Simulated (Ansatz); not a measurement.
# CdS (Hawleyite): optical spectrum from first principles

What colour and refractive index does CdS (Hawleyite) have at this level of theory?

Main program and level: Ansatz 0.2.0; DFT, PBE, plane-wave PAW, default files, scalar-relativistic, independent-particle optical response without local fields.

## (1) The starting structure

It takes space group F-43m (No. 216, cubic). The conventional cell has a = 5.833 Å, b = 5.833 Å, c = 5.833 Å, α = 90.00°, β = 90.00°, γ = 90.00°. Cd has 4 S at 2.53 Å nearest. Nearest to S lie 4 Cd at 2.53 Å. Farther neighbours and most contacts between anions are not listed.

Structure file:

```cif
data_structure
_symmetry_space_group_name_H-M 'F-43m'
_symmetry_Int_Tables_number 216
_cell_length_a 5.8330
_cell_length_b 5.8330
_cell_length_c 5.8330
_cell_angle_alpha 90.000
_cell_angle_beta 90.000
_cell_angle_gamma 90.000
_cell_volume 198.46
loop_
_atom_site_label
_atom_site_type_symbol
_atom_site_symmetry_multiplicity
_atom_site_Wyckoff_symbol
_atom_site_fract_x
_atom_site_fract_y
_atom_site_fract_z
_atom_site_occupancy
Cd1 Cd 4 a 0.00000 0.00000 0.00000 1
S1 S 4 c 0.25000 0.25000 0.25000 1
```

## (2) Ground state and bands

First the ground state: is it a metal or has it a gap?

This step: DFT, PBE, plane-wave PAW, default files, scalar-relativistic, ground state (Ansatz 0.2.0).

input.yaml reads:

```yaml
crystal:
  lattice:
    - [0.0, 2.9165, 2.9165]
    - [2.9165, 0.0, 2.9165]
    - [2.9165, 2.9165, 0.0]
  atoms:
    - { symbol: Cd, position: [0.0, 0.0, 0.0] }
    - { symbol: S, position: [0.75, 0.75, 0.75] }
kpoints:
  mp_grid: { grid: [7, 7, 7] }
  band_path:
    path:
      - [[0.0, 0.0, 0.0], [0.5, 0.0, 0.5], [0.5, 0.25, 0.75], [0.375, 0.375, 0.75], [0.0, 0.0, 0.0], [0.5, 0.5, 0.5], [0.625, 0.25, 0.625], [0.5, 0.25, 0.75], [0.5, 0.5, 0.5], [0.375, 0.375, 0.75]]
      - [[0.625, 0.25, 0.625], [0.5, 0.0, 0.5]]
    npoints: 6
scf:
  occupations: { method: fermi_dirac, width: 0.05 }
  n_extra_bands: 6
hamiltonian:
  xc: pbe
  pseudopotentials: { kind: paw }
output:
  forces: true
  stress: true
  populations: true
  write_bands: true
  write_density: true
  write_potential: true
  elf: true
  volumetric_format: npy
```

Launch:

```
$ ansatz run input.yaml --threads 4 --pin off --max-ram 8192MiB --backend cpu --events-out ev --progress --plain --runs-dir out
```

Numbers of over 12 decimals in the logs are rounded to 6 here.

Log:

```text
scf.n_extra_bands = 6 over 13 filled bands (N_el = 26.0): the run solves 19 bands
Engine: ansatz 0.2.0, x86_64-unknown-linux-gnu
Pseudopotentials: kind: paw
Pseudopotential: Cd, paw, valence charge 20, recommended cutoff 420 eV (normal), Cd.paw.azcp
Pseudopotential: S, paw, valence charge 6, recommended cutoff 420 eV (normal), S.paw.azcp
Functional definition: PBE
  parameter kappa = 0.804
  parameter beta = 0.066725
  exchange = pbe_x(kappa = kappa, mu = beta*pi^2/3)
  correlation = pbe_c(beta = beta)
Crystal: 2 atoms, lattice volume = 49.615 Å³
Basis set: ecut = 420 eV, 941 PW (Γ), exchange–correlation on 60×60×60 points (8 copies of the dense FFT grid, shifted against one another)
Bands: 19, of which v1, the nominal top of the filled ones, is band 13 counted from 1 (12 counted from 0)
Symmetry: 24 space group operations
Space group: F-43m (ITA 216), of the structure as read, at distance tolerance 3.7e-5 Å
k-points: 20 of 343 (time reversal used)
Non-local potential: Cd, projectors of the file, l = 0: 3, l = 1: 2, l = 2: 2, l = 3: 1
Non-local potential: S, projectors of the file, l = 0: 2, l = 1: 2, l = 2: 2
PAW form: soft (Blöchl's): semilocal exchange-correlation on the pseudo side does not see the compensation charge
PAW one-centre angular grid: Cd, 590 points (default); XC on 64 Gauss nodes
PAW one-centre angular grid: S, 110 points (default); XC on 64 Gauss nodes
Initial density: superposition of atomic densities (neutral atoms: chi_scale 0, normalization atom), corrected by the library's trained network
Initial wavefunctions: pseudopotential atomic-orbital guess
Functional: x = pbe(κ = 0.804, μ = 0.219515), c = pbe(β = 0.066725)
SCF iter   1: F=—  HF=-9157.806530 eV  |F-HF|=—  |Δ(HF+E_count)|=         —  Δρ=5.94e-4  dr2=2.08e-4  ethr=1.77e-3  ⟨swp⟩=5.3  Hψ=1830  notcnv=0
preconditioner: auto → none  [insulator: Δε(μ)=1.140 eV  Ē_g=13.978 eV  σ=0.050 eV  W_gap=1.00  n_scr=14 (ndim 8)  ℏωp=22.4 eV  f_vac=0.128  D(μ)=0.00/eV (n_scr^D=0)  ε∞_Penn≈3.6]
SCF iter   2: F=—  HF=-9157.807269 eV  |F-HF|=—  |Δ(HF+E_count)|=   7.39e-4  Δρ=3.42e-4  dr2=3.46e-5  ethr=8.01e-7  ⟨swp⟩=2.5  Hψ=818  notcnv=0  defer=8
SCF iter   3: F=—  HF=-9157.807276 eV  |F-HF|=—  |Δ(HF+E_count)|=   6.66e-6  Δρ=1.18e-4  dr2=3.06e-6  ethr=1.33e-7  ⟨swp⟩=2.0  Hψ=519  notcnv=0  defer=8
SCF iter   4: F=—  HF=-9157.807297 eV  |F-HF|=—  |Δ(HF+E_count)|=   2.09e-5  Δρ=3.10e-5  dr2=2.37e-7  ethr=1.18e-8  ⟨swp⟩=2.0  Hψ=530  notcnv=0  defer=8
iter 5 did not close the SCF: its close was put off for the readings that it lacked (scf_convergence_deferred on its scf_iter line)
SCF iter   5: F=-9157.807298 eV  HF=-9157.807298 eV  |F-HF|=5.33e-8  |Δ(HF+E_count)|=   1.58e-6  Δρ=8.14e-6  dr2=4.71e-8  ethr=9.10e-10  ⟨swp⟩=2.0  Hψ=530  notcnv=0  defer=8
SCF iter   6: F=-9157.807298 eV  HF=-9157.807298 eV  |F-HF|=2.95e-9  |Δ(HF+E_count)|=   7.40e-8  Δρ=3.26e-6  dr2=3.57e-9  ethr=1.81e-10  ⟨swp⟩=8.6  Hψ=2297  notcnv=0
SCF 1 converged in 6 iterations: F = -9157.807298 eV  dr2 = 3.57e-9
  greatest PAW one-centre occupation: 1.000 electrons in one spin orbital (limit 2), on the Cd atom at site 0 (counted from 0), in its partial waves of l = 0
NSCF: frozen V_eff on 62 k-points
SCF converged after 6 iterations
Free energy (F): -9157.807298 eV
Harris-Foulkes:  -9157.807298 eV  (|F-HF|=2.95e-9)
Internal energy: -9157.807298 eV  (E = F + TS)
E sigma→0 (E₀):  -9157.807298 eV
Entropy (-TS):   -0.000000 eV (-0.000 meV/atom)
Fermi energy:    7.516722 eV
--- Per-component energies (eV) ---
  E_band       = -506.644151
  E_kinetic    = 612.025555
  E_local      = -4012.154110  (includes V_loc(G=0)·N_el)
  E_nonlocal   = 62.143646
  E_hartree    = 1842.907991
  E_xc         = -273.990325
  E_vxc        = -309.243683  (∫ρ·V_xc dr)
  E_paw        = -4683.758770  (= ΣΔE_a)
  E_vpaw       = -545.230023  (= ΣTr[D̂ρ^β])
  E_aug_tail   = 0.000016  (compensation charges beyond the density's cutoff)
  E_ewald      = -2704.981299
  E_smearing   = -0.000000  (= −TS)
  E_closure    = 0.000000  (closes the sum)
  Σ components = -9157.807298   (vs F -9157.807298, Δ=0.00e0)
--- Forces (eV/Å), atoms counted from 1 ---
  atom   1  Cd    -0.00000000     0.00000000    -0.00000000
  atom   2  S      0.00000000    -0.00000000    -0.00000000
  max |Σ_I F_I| component: 1.20e-16 eV/Å
--- Stress (GPa, compression-positive) ---
        2.849619       0.000000      -0.000000
        0.000000       2.849619       0.000000
       -0.000000       0.000000       2.849619
  P = ⅓ Tr σ = 2.8496 GPa (28.496 kbar)
--- Band table (eV; the first three rows and the last of 20) ---
  k-point 0: bands = [... 9 lower, -0.3308, 6.9106, 6.9106, 6.9106, 8.0558, 13.4361, 13.4361, 13.4361, ... 2 higher]
  k-point 1: bands = [... 9 lower, -0.3318, 5.6837, 6.7552, 6.7552, 9.0364, 13.1356, 13.6836, 13.6836, ... 2 higher]
  k-point 2: bands = [... 9 lower, -0.3220, 4.0162, 6.4328, 6.4328, 9.8045, 13.3372, 13.9740, 13.9740, ... 2 higher]
  k-point 19: bands = [... 9 lower, 0.2726, 3.0051, 4.4386, 5.1369, 11.8553, 12.4914, 14.2905, 15.3722, ... 2 higher]
--- Löwdin populations: 2 sites ---
  site symbol       q [e]
     0     Cd     18.7272
     1      S      7.0785
  spilling = 0.007470 (of n_electrons = 26.000000)
```

Wall time 0.63 s (4 threads of Intel Xeon 6975P-C (Granite Rapids), shared host); peak memory 0.47 GiB.

Read-outs, printed or worked out from the files:

| Item | Value |
| --- | --- |
| free energy | -9157.8073 eV |
| Fermi energy | 7.517 eV |
| gap by band count | 1.145 eV |
| electrons | 26 |
| symmetry operations | 24 |
| pressure | 2.850 GPa |
| volume | 49.62 Å³ |
| gap on the path | 1.145 eV |
| least direct gap on the path | 1.145 eV |

There is a gap, 1.15 eV on the path, so no carriers' term is needed. The cell is left with a pressure of 2.8 GPa, as it stands unrelaxed at this level.

Electronic bands along the path, in eV, zero at the Fermi level; v1 is the highest filled band, c1 the lowest empty one:

```
    point     v4     v3     v2     v1    c1    c2    c3     c4
        Γ  -7.85  -0.61  -0.61  -0.61  0.54  5.92  5.92   5.92
  halfway  -7.80  -2.92  -1.62  -1.62  2.99  4.21  7.50   7.50
        X  -7.40  -4.55  -2.48  -2.48  2.95  3.75  8.59  10.16
  halfway  -7.31  -4.53  -2.68  -2.64  3.65  4.22  8.05   8.33
        W  -7.22  -4.50  -2.87  -2.79  4.82  4.82  6.62   7.42
  halfway  -7.25  -4.52  -3.05  -2.41  4.13  4.85  7.18   7.84
        K  -7.27  -4.54  -3.13  -2.13  3.63  4.84  7.87   8.40
  halfway  -7.79  -3.36  -1.97  -1.03  3.00  5.49  6.14   6.66
        Γ  -7.85  -0.61  -0.61  -0.61  0.54  5.92  5.92   5.92
  halfway  -7.84  -3.10  -1.00  -1.00  2.17  5.67  6.42   6.42
        L  -7.47  -5.00  -1.36  -1.36  2.41  6.39  6.39   6.85
  halfway  -7.38  -4.78  -2.37  -1.66  3.46  5.34  7.09   7.10
        U  -7.27  -4.54  -3.13  -2.13  3.63  4.84  7.87   8.40
  halfway  -7.25  -4.52  -3.05  -2.41  4.13  4.85  7.18   7.84
        W  -7.22  -4.50  -2.87  -2.79  4.82  4.82  6.62   7.42
  halfway  -7.35  -4.71  -2.54  -1.82  3.77  5.20  6.60   7.74
        L  -7.47  -5.00  -1.36  -1.36  2.41  6.39  6.39   6.85
  halfway  -7.38  -4.78  -2.37  -1.66  3.46  5.34  7.09   7.10
        K  -7.27  -4.54  -3.13  -2.13  3.63  4.84  7.87   8.40
jump to U  -7.27  -4.54  -3.13  -2.13  3.63  4.84  7.87   8.40
  halfway  -7.35  -4.54  -2.75  -2.39  3.24  4.05  8.32   9.40
        X  -7.40  -4.55  -2.48  -2.48  2.95  3.75  8.59  10.16
```

Valence density in the ac plane of a cell with a along [110], b along [-110] and c along [001] of the cube at fractional y = 0.000, with atoms of Cd and S within 0.2 Å of it. It is the smooth field of the valence electrons, not physical close to the nuclei.

Values in e/Å³, 9 rows by 16 columns, each cell a mean:
```
11  2  0  0  0  0  1  8 11  2  0  0  0  0  1  8
 1  0  0  0  0  0  0  0  1  0  0  0  0  0  0  0
 0  0  0  0  0  0  0  0  0  0  0  0  0  0  0  0
 0  0  0  0  0  0  0  0  0  0  0  0  0  0  0  0
 0  0  0  0  0  0  0  0  0  0  0  0  0  0  0  0
 0  0  0  1  1  0  0  0  0  0  0  1  1  0  0  0
 0  0  1  1  1  1  0  0  0  0  1  1  1  1  0  0
 2  1  1  1  1  1  0  1  2  1  1  1  1  1  0  1
16  3  0  0  0  0  1 12 16  3  0  0  0  0  1 12
```

ELF in the ac plane of a cell with a along [110], b along [-110] and c along [001] of the cube at fractional y = 0.000, with atoms of Cd and S within 0.2 Å of it. It is the smooth field of the valence electrons, not physical close to the nuclei.

Ten even steps from '_' (0.01) to '@' (0.85), each cell a mean:
```
%%**--::..::::..::==**%%##++::....::....::++##
++==--....____....--==++++--::..______..::--++
::::....________....::::::::..__________..::::
......____________..........______________....
______________________________________________
______________________________________________
__________....____________________..__________
______..::----::..____________::--==--::______
____..==##%%%%**==..________--++##%%##++--____
__..==##@@@@@@@@##==..____::**%%@@@@@@%%**::__
__::**@@@@####@@%%**::__..==%%@@%%**%%@@##==..
..::##@@##....%%@@**::....==%%@@==__==@@%%==..
..::++@@@@--==@@@@++::....--%%@@**::**@@##--..
--::::##@@@@@@@@##::::----::==@@@@%%@@@@==::--
**++::--%%@@@@##--::++##**--::**@@@@%%++::==**
@@##--::==****==::--##@@%%++::::++**++::::++%%
```

(Part 1 of 2 ends here.)

[Logs are printed without paths, hosts, clocks, repeated set-up lines and the standing remarks that a program may print on its own settings, such as how far it seeks lower states.]

[Hosts, paths, dates, database ids (printed as entryN), source tags and the programs' standing remarks are cut or masked in the printed files.]
